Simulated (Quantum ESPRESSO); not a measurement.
# NbCrP: which magnetic order is lowest, part 3 of 3

A self-consistent run ends on one state, which hangs on the start. Several orders of NbCrP are started in Quantum ESPRESSO and their energies compared.

Quantum ESPRESSO 7.5; PBEsol; plane waves with GBRV 1.5 PBEsol potentials, no spin-orbit coupling.

So far, absolute magnetization (μB): step 2 (run 1, typed as ferro ++++) 5.90; step 3 (run 2 (antiferro +−+−)) 4.33; step 4 (run 3, typed as antiferro ++−−) 5.07; step 6 (the lowest state again, with its states saved) 5.90.

## Step 7: Another way to count moments

Level of this step: PBEsol; plane waves with GBRV 1.5 PBEsol potentials, no spin-orbit coupling, projections on orthogonalised atomic orbitals (Quantum ESPRESSO).

projwfc.x projects the saved states on orthogonalised atomic orbitals of the pseudopotential files.

Output:

```text
[banner, memory and clock lines left out]
Program PROJWFC v.7.5 starts

     [... lines left out ...]
     IMPORTANT: XC functional enforced from input :
     Exchange-correlation= PBESOL
                           (   1   4  10   8   0   0   0)
     Any further DFT definition will be discarded
     Please, verify this is what you really want

     G-vector sticks info

     Check: negative core charge=   -0.000004

     negative rho (up, down):  8.917E-04 5.671E-03

     Gaussian broadening (read from input): ngauss,degauss=   0    0.010000

     Calling projwave ....

  Problem Sizes
  natomwfc =          108
  nbnd     =           90
  nkstot   =           90
  npwx     =         4790
  nkb      =          216

     Atomic states used for projection
     (read from pseudopotential files):

     state #   1: atom   1 (Nb ), wfc  1 (l=0 m= 1)
     state #   2: atom   1 (Nb ), wfc  2 (l=1 m= 1)
     state #   3: atom   1 (Nb ), wfc  2 (l=1 m= 2)
     state #   4: atom   1 (Nb ), wfc  2 (l=1 m= 3)
     state #   5: atom   1 (Nb ), wfc  3 (l=2 m= 1)
     state #   6: atom   1 (Nb ), wfc  3 (l=2 m= 2)
     state #   7: atom   1 (Nb ), wfc  3 (l=2 m= 3)
     state #   8: atom   1 (Nb ), wfc  3 (l=2 m= 4)
     state #   9: atom   1 (Nb ), wfc  3 (l=2 m= 5)
     state #  10: atom   1 (Nb ), wfc  4 (l=0 m= 1)
     state #  11: atom   1 (Nb ), wfc  5 (l=1 m= 1)
     state #  12: atom   1 (Nb ), wfc  5 (l=1 m= 2)
     state #  13: atom   1 (Nb ), wfc  5 (l=1 m= 3)
     state #  14: atom   2 (Nb ), wfc  1 (l=0 m= 1)
[...]
state #  41: atom   4 (Nb ), wfc  2 (l=1 m= 1)
     state #  42: atom   4 (Nb ), wfc  2 (l=1 m= 2)
     state #  43: atom   4 (Nb ), wfc  2 (l=1 m= 3)
     state #  44: atom   4 (Nb ), wfc  3 (l=2 m= 1)
     state #  45: atom   4 (Nb ), wfc  3 (l=2 m= 2)
     state #  46: atom   4 (Nb ), wfc  3 (l=2 m= 3)
     state #  47: atom   4 (Nb ), wfc  3 (l=2 m= 4)
     state #  48: atom   4 (Nb ), wfc  3 (l=2 m= 5)
     state #  49: atom   4 (Nb ), wfc  4 (l=0 m= 1)
     state #  50: atom   4 (Nb ), wfc  5 (l=1 m= 1)
     state #  51: atom   4 (Nb ), wfc  5 (l=1 m= 2)
     state #  52: atom   4 (Nb ), wfc  5 (l=1 m= 3)
     state #  53: atom   5 (Cr ), wfc  1 (l=0 m= 1)
     state #  54: atom   5 (Cr ), wfc  2 (l=1 m= 1)
     state #  55: atom   5 (Cr ), wfc  2 (l=1 m= 2)
     state #  56: atom   5 (Cr ), wfc  2 (l=1 m= 3)
     state #  57: atom   5 (Cr ), wfc  3 (l=0 m= 1)
     state #  58: atom   5 (Cr ), wfc  4 (l=2 m= 1)
     state #  59: atom   5 (Cr ), wfc  4 (l=2 m= 2)
     state #  60: atom   5 (Cr ), wfc  4 (l=2 m= 3)
     state #  61: atom   5 (Cr ), wfc  4 (l=2 m= 4)
     state #  62: atom   5 (Cr ), wfc  4 (l=2 m= 5)
     state #  63: atom   6 (Cr ), wfc  1 (l=0 m= 1)
     state #  64: atom   6 (Cr ), wfc  2 (l=1 m= 1)
     state #  65: atom   6 (Cr ), wfc  2 (l=1 m= 2)
     state #  66: atom   6 (Cr ), wfc  2 (l=1 m= 3)
[...]
state #  81: atom   7 (Cr ), wfc  4 (l=2 m= 4)
     state #  82: atom   7 (Cr ), wfc  4 (l=2 m= 5)
     state #  83: atom   8 (Cr ), wfc  1 (l=0 m= 1)
     state #  84: atom   8 (Cr ), wfc  2 (l=1 m= 1)
     state #  85: atom   8 (Cr ), wfc  2 (l=1 m= 2)
     state #  86: atom   8 (Cr ), wfc  2 (l=1 m= 3)
     state #  87: atom   8 (Cr ), wfc  3 (l=0 m= 1)
     state #  88: atom   8 (Cr ), wfc  4 (l=2 m= 1)
     state #  89: atom   8 (Cr ), wfc  4 (l=2 m= 2)
     state #  90: atom   8 (Cr ), wfc  4 (l=2 m= 3)
     state #  91: atom   8 (Cr ), wfc  4 (l=2 m= 4)
     state #  92: atom   8 (Cr ), wfc  4 (l=2 m= 5)
     state #  93: atom   9 (P  ), wfc  1 (l=0 m= 1)
     state #  94: atom   9 (P  ), wfc  2 (l=1 m= 1)
     state #  95: atom   9 (P  ), wfc  2 (l=1 m= 2)
     state #  96: atom   9 (P  ), wfc  2 (l=1 m= 3)
     state #  97: atom  10 (P  ), wfc  1 (l=0 m= 1)
     state #  98: atom  10 (P  ), wfc  2 (l=1 m= 1)
     state #  99: atom  10 (P  ), wfc  2 (l=1 m= 2)
     state # 100: atom  10 (P  ), wfc  2 (l=1 m= 3)
     state # 101: atom  11 (P  ), wfc  1 (l=0 m= 1)
[...]
state # 107: atom  12 (P  ), wfc  2 (l=1 m= 2)
     state # 108: atom  12 (P  ), wfc  2 (l=1 m= 3)

 [... projections of the bands left out ...]

Lowdin Charges:

     Atom #   1: total charge =  14.0502, s =  2.3546, p =  7.2453, d =  4.4504,
                 spin up      =   7.0136, s =  1.1761,
                 spin up      =   7.0136, p =  3.6276, pz=  1.2271, px=  1.2069, py=  1.1935,
                 spin up      =   7.0136, d =  2.2099, dz2=  0.4272, dxz=  0.4172, dyz=  0.4965, dx2-y2=  0.3982, dxy=  0.4707,
                 spin down    =   7.0367, s =  1.1785,
                 spin down    =   7.0367, p =  3.6177, pz=  1.2276, px=  1.2026, py=  1.1875,
                 spin down    =   7.0367, d =  2.2405, dz2=  0.4358, dxz=  0.4496, dyz=  0.4820, dx2-y2=  0.4044, dxy=  0.4686,
                 polarization =  -0.0231, s = -0.0024, p =  0.0099, d = -0.0306,
     Atom #   2: total charge =  14.0502, s =  2.3546, p =  7.2453, d =  4.4504,
                 spin up      =   7.0136, s =  1.1761,
                 spin up      =   7.0136, p =  3.6276, pz=  1.2271, px=  1.2069, py=  1.1935,
                 spin up      =   7.0136, d =  2.2099, dz2=  0.4272, dxz=  0.4172, dyz=  0.4965, dx2-y2=  0.3982, dxy=  0.4707,
                 spin down    =   7.0367, s =  1.1785,
                 spin down    =   7.0367, p =  3.6177, pz=  1.2276, px=  1.2026, py=  1.1875,
                 spin down    =   7.0367, d =  2.2405, dz2=  0.4358, dxz=  0.4496, dyz=  0.4820, dx2-y2=  0.4044, dxy=  0.4686,
                 polarization =  -0.0231, s = -0.0024, p =  0.0099, d = -0.0306,
     Atom #   3: total charge =  14.0502, s =  2.3546, p =  7.2453, d =  4.4504,
                 spin up      =   7.0136, s =  1.1761,
                 spin up      =   7.0136, p =  3.6276, pz=  1.2271, px=  1.2069, py=  1.1935,
                 spin up      =   7.0136, d =  2.2099, dz2=  0.4272, dxz=  0.4172, dyz=  0.4965, dx2-y2=  0.3982, dxy=  0.4707,
                 spin down    =   7.0367, s =  1.1785,
                 spin down    =   7.0367, p =  3.6177, pz=  1.2276, px=  1.2026, py=  1.1875,
                 spin down    =   7.0367, d =  2.2405, dz2=  0.4358, dxz=  0.4496, dyz=  0.4820, dx2-y2=  0.4044, dxy=  0.4686,
                 polarization =  -0.0231, s = -0.0024, p =  0.0099, d = -0.0306,
     Atom #   4: total charge =  14.0502, s =  2.3546, p =  7.2453, d =  4.4504,
                 spin up      =   7.0136, s =  1.1761,
                 spin up      =   7.0136, p =  3.6276, pz=  1.2271, px=  1.2069, py=  1.1935,
                 spin up      =   7.0136, d =  2.2099, dz2=  0.4272, dxz=  0.4172, dyz=  0.4965, dx2-y2=  0.3982, dxy=  0.4707,
                 spin down    =   7.0367, s =  1.1785,
                 spin down    =   7.0367, p =  3.6177, pz=  1.2276, px=  1.2026, py=  1.1875,
                 spin down    =   7.0367, d =  2.2405, dz2=  0.4358, dxz=  0.4496, dyz=  0.4820, dx2-y2=  0.4044, dxy=  0.4686,
                 polarization =  -0.0231, s = -0.0024, p =  0.0099, d = -0.0306,
     Atom #   5: total charge =  13.0962, s =  2.3196, p =  5.9885, d =  4.7881,
                 spin up      =   7.2408, s =  1.1655,
                 spin up      =   7.2408, p =  2.9947, pz=  0.9982, px=  0.9983, py=  0.9982,
                 spin up      =   7.2408, d =  3.0806, dz2=  0.6154, dxz=  0.5765, dyz=  0.6036, dx2-y2=  0.6888, dxy=  0.5963,
                 spin down    =   5.8554, s =  1.1541,
                 spin down    =   5.8554, p =  2.9938, pz=  0.9980, px=  0.9981, py=  0.9977,
                 spin down    =   5.8554, d =  1.7075, dz2=  0.3170, dxz=  0.3651, dyz=  0.3786, dx2-y2=  0.2173, dxy=  0.4294,
                 polarization =   1.3854, s =  0.0114, p =  0.0009, d =  1.3732,
     Atom #   6: total charge =  13.0962, s =  2.3196, p =  5.9885, d =  4.7881,
                 spin up      =   7.2408, s =  1.1655,
                 spin up      =   7.2408, p =  2.9947, pz=  0.9982, px=  0.9983, py=  0.9982,
                 spin up      =   7.2408, d =  3.0806, dz2=  0.6154, dxz=  0.5765, dyz=  0.6036, dx2-y2=  0.6888, dxy=  0.5963,
                 spin down    =   5.8554, s =  1.1541,
                 spin down    =   5.8554, p =  2.9938, pz=  0.9980, px=  0.9981, py=  0.9977,
                 spin down    =   5.8554, d =  1.7075, dz2=  0.3170, dxz=  0.3651, dyz=  0.3786, dx2-y2=  0.2173, dxy=  0.4294,
                 polarization =   1.3854, s =  0.0114, p =  0.0009, d =  1.3732,
     Atom #   7: total charge =  13.0962, s =  2.3196, p =  5.9885, d =  4.7881,
                 spin up      =   7.2408, s =  1.1655,
                 spin up      =   7.2408, p =  2.9947, pz=  0.9982, px=  0.9983, py=  0.9982,
                 spin up      =   7.2408, d =  3.0806, dz2=  0.6154, dxz=  0.5765, dyz=  0.6036, dx2-y2=  0.6888, dxy=  0.5963,
                 spin down    =   5.8554, s =  1.1541,
                 spin down    =   5.8554, p =  2.9938, pz
```

The job ended after 9 s (4 MPI ranks of Arm Neoverse V1, shared host; peak memory 0.53 GiB).

| atom | moment in the sphere (μB) | Löwdin moment (μB) | Löwdin charge (e) |
| --- | --- | --- | --- |
| Nb1 | -0.015 | -0.023 | 14.050 |
| Nb2 | -0.015 | -0.023 | 14.050 |
| Nb3 | -0.015 | -0.023 | 14.050 |
| Nb4 | -0.015 | -0.023 | 14.050 |
| Cr5 | 1.197 | 1.385 | 13.096 |
| Cr6 | 1.197 | 1.385 | 13.096 |
| Cr7 | 1.197 | 1.385 | 13.096 |
| Cr8 | 1.197 | 1.385 | 13.096 |
| P9 | -0.007 | -0.039 | 4.630 |
| P10 | -0.007 | -0.039 | 4.630 |
| P11 | -0.007 | -0.039 | 4.630 |
| P12 | -0.007 | -0.039 | 4.630 |

## Step 8: Results

| Item | Value |
| --- | --- |
| lowest state found | ferromagnetic (from ferro ++++) |
| largest site moment | 1.20 μB |
| next state with moments | antiferromagnetic, 24.0 meV a seeded atom higher |

**Reading.** The smearing terms TS of the orders run from 81 to 105 meV a seeded atom, so the differences would change at a smaller width: an order with a larger TS is lowered more by the smearing. The largest moment reads 1.20 μB in the sphere and 1.39 μB by Löwdin projection; a site moment hangs on how space is shared out. Only these 3 starts were compared; other wavevectors, canted and longer-period orders were not. Energies are free energies at an electronic temperature of 1160 K, which lowers moments and differences where the moments are itinerant.

[Logs and program files are shortened in this print: banners, set-up blocks, solver, clock and traceback lines can be left out without a mark of their own.]

[Logs are printed without paths, hosts, clocks, repeated set-up lines and the standing remarks that a program may print on its own settings, such as how far it seeks lower states.]

[Hosts, paths, dates, database ids (printed as entryN), source tags and the programs' standing remarks are cut or masked in the printed files.]

[Where a cell is said to come from a database of computed structures, the database is the Materials Project.]
